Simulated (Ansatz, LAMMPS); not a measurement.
# Amorphous 96SiO2-4B2O3 (mol %) (86 atoms), relaxed: mesh and functional compared

Which bonds does the relaxation leave, and how do the Kohn-Sham gap, forces and pressure change with k-mesh and functional?

Calculated with Ansatz 0.2.0: Kohn-Sham DFT, PBE, PAW (set soft_2), plane waves; cutoff 420 eV, Γ point, fermi-dirac smearing of 0.025 eV.

**The cell**

Density at the start: 2.18 g/cm³. The cell holds 86 atoms: 27 Si, 2 B and 57 O. Its edges and angles: a = 10.879 Å, b = 10.879 Å, c = 10.879 Å, α = 90.0°, β = 90.0°, γ = 90.0°. 86 atoms (27 Si, 2 B, 57 O) placed at random at 2.18 g/cm³, melted at 4000 K for 10 ps at fixed volume with the Buckingham and Coulomb pair potential of Guillot and Sator (Geochim. Cosmochim. Acta 71, 1249 (2007)) with the boron terms of Wang et al. (J. Non-Cryst. Solids 498, 294 (2018)). Quenched from 4000 K to 300 K at 100 K/ps and fixed volume, held 5 ps, then minimised at fixed cell.

Cell and atoms were relaxed with PBE. The walk converged after 10 steps by the program's count, with a largest force component of 0.0313 eV/Å; it began at an r.m.s. force component of 0.68 eV/Å. The edges went from 10.879, 10.879, 10.879 to 10.426, 10.923, 11.007 Å, and the volume from 14.973 to 14.566 Å³ an atom (-2.7 %).

The input of the reference single point:

```yaml
crystal:
  lattice:
    - [10.42538, -0.10471, 0.00385]
    - [-0.10471, 10.92095, -0.15898]
    - [0.00385, -0.15898, 11.00593]
  atoms:
    - { symbol: Si, position: [0.49678, 0.7889, 0.73924] }
    - { symbol: Si, position: [0.6942, 0.63552, 0.03757] }
    - { symbol: Si, position: [0.2146, 0.88385, 0.25122] }
    - { symbol: Si, position: [0.37933, 0.1438, 0.93758] }
    [... 80 atom lines left out ...]
    - { symbol: O, position: [0.39423, 0.43287, 0.0665] }
    - { symbol: O, position: [0.8211, 0.97853, 0.65755] }
kpoints:
  mp_grid: { grid: [1, 1, 1] }
hamiltonian:
  xc: pbe
scf:
  occupations: { method: fermi_dirac, width: 0.025 }
output:
  forces: true
  stress: true
  populations: true
  dos:
    method: { smearing: { sigma: 0.08 } }
    de: 0.05
    projected: { site_lists: { B: [B], O: [O], Si: [Si] } }
  eigenvalues: true
  write_density: true
  write_potential: true
  volumetric_format: npy
```

**Bonds after relaxation**

Bonds by pair of elements; cutoffs follow the first minimum of g(r), held within bounds set by covalent radii, and pairs that aren't listed don't count as bonded:

| pair A-B | cutoff (Å) | bonds | mean length (Å) | spread (Å) | shortest (Å) | B about A | A about B |
| --- | --- | --- | --- | --- | --- | --- | --- |
| O-Si | 2.16 | 108 | 1.64 | 0.038 | 1.55 | 1.90 | 4 |
| O-B | 1.77 | 6 | 1.38 | 0.012 | 1.35 | 0.105 | 3 |

How many atoms have how many bonded neighbours:

| element | mean | 1 | 2 | 3 | 4 |
| --- | --- | --- | --- | --- | --- |
| B | 3 | 0 | 0 | 2 | 0 |
| O | 2 | 1 | 55 | 1 | 0 |
| Si | 4 | 0 | 0 | 0 | 27 |

**Levels of theory**

Single points at the relaxed geometry:

| functional | k-mesh | Kohn-Sham gap (eV) | pressure (GPa) | r.m.s. force component (eV/Å) | SCF cycles | time |
| --- | --- | --- | --- | --- | --- | --- |
| PBE | 1×1×1 | 2.968 | -0.02 | 0.006 | 8 | 19 s |
| PBE | 2×2×2 | 2.971 | -0.02 | 0.008 | 8 | 2.8 min |
| HSE06 | 1×1×1 | 4.625 | -4.73 | 0.202 | 16 | 4.3 min |
| r2SCAN | 1×1×1 | 3.590 | -4.57 | 0.168 | 9 | 47 s |
| PBEsol | 1×1×1 | 2.946 | -2.42 | 0.061 | 9 | 18 s |

The gap is that between the highest filled and lowest empty Kohn-Sham level on the run's k-points. Cutoffs: 420 eV for PBE, HSE06 and PBEsol; 500 eV for r2SCAN. Times come from shared hosts and are rough.

**Findings**

By these cutoffs 100 % of B atoms have 3, 96 % of O atoms have 2 and 100 % of Si atoms have 4 neighbours. The Kohn-Sham gap is 2.97 eV with PBE on the 1×1×1 mesh and 2.97 eV on 2×2×2. On the 1×1×1 mesh HSE06 changes the gap by +1.66 eV against PBE. Carrying that shift over to the 2×2×2 mesh gives 2.97 + 1.66 = 4.63 eV, an estimate that takes the shift to be alike at all k-points. On the reference's mesh the gap changes with r2SCAN by +0.62 eV and PBEsol by -0.02 eV. Against the reference the pressure changes with HSE06 by -4.7 GPa, r2SCAN by -4.5 GPa and PBEsol by -2.4 GPa; a negative change means a smaller volume than PBE would take. The denser mesh moves the energy by -0.5 meV/atom and the pressure by +0.01 GPa.

Limits: All single points share the geometry relaxed with PBE. The volume changed by -2.7 % on relaxing; in so small a cell, on this mesh and at this cutoff, the relaxed density is rough. One sample; tail or defect levels can set the gap of a disordered cell. The quench rate of 100 K/ps is many orders above laboratory rates, so the cell is likely richer in defects and strain than a real sample. The network of bonds at the start is that of the classical potential that made the cell, and needn't be the one that DFT or experiment would give. In some runs the program notes that the exchange-correlation potential is rough where the density is thin, it cut back its work space to fit the memory limit, the exchange threshold is loose for the stress and the SCF threshold is loose for the stress.

[Logs are printed without paths, hosts, clocks, repeated set-up lines and the standing remarks that a program may print on its own settings, such as how far it seeks lower states.]

[Hosts, paths, dates, database ids (printed as entryN), source tags and the programs' standing remarks are cut or masked in the printed files.]
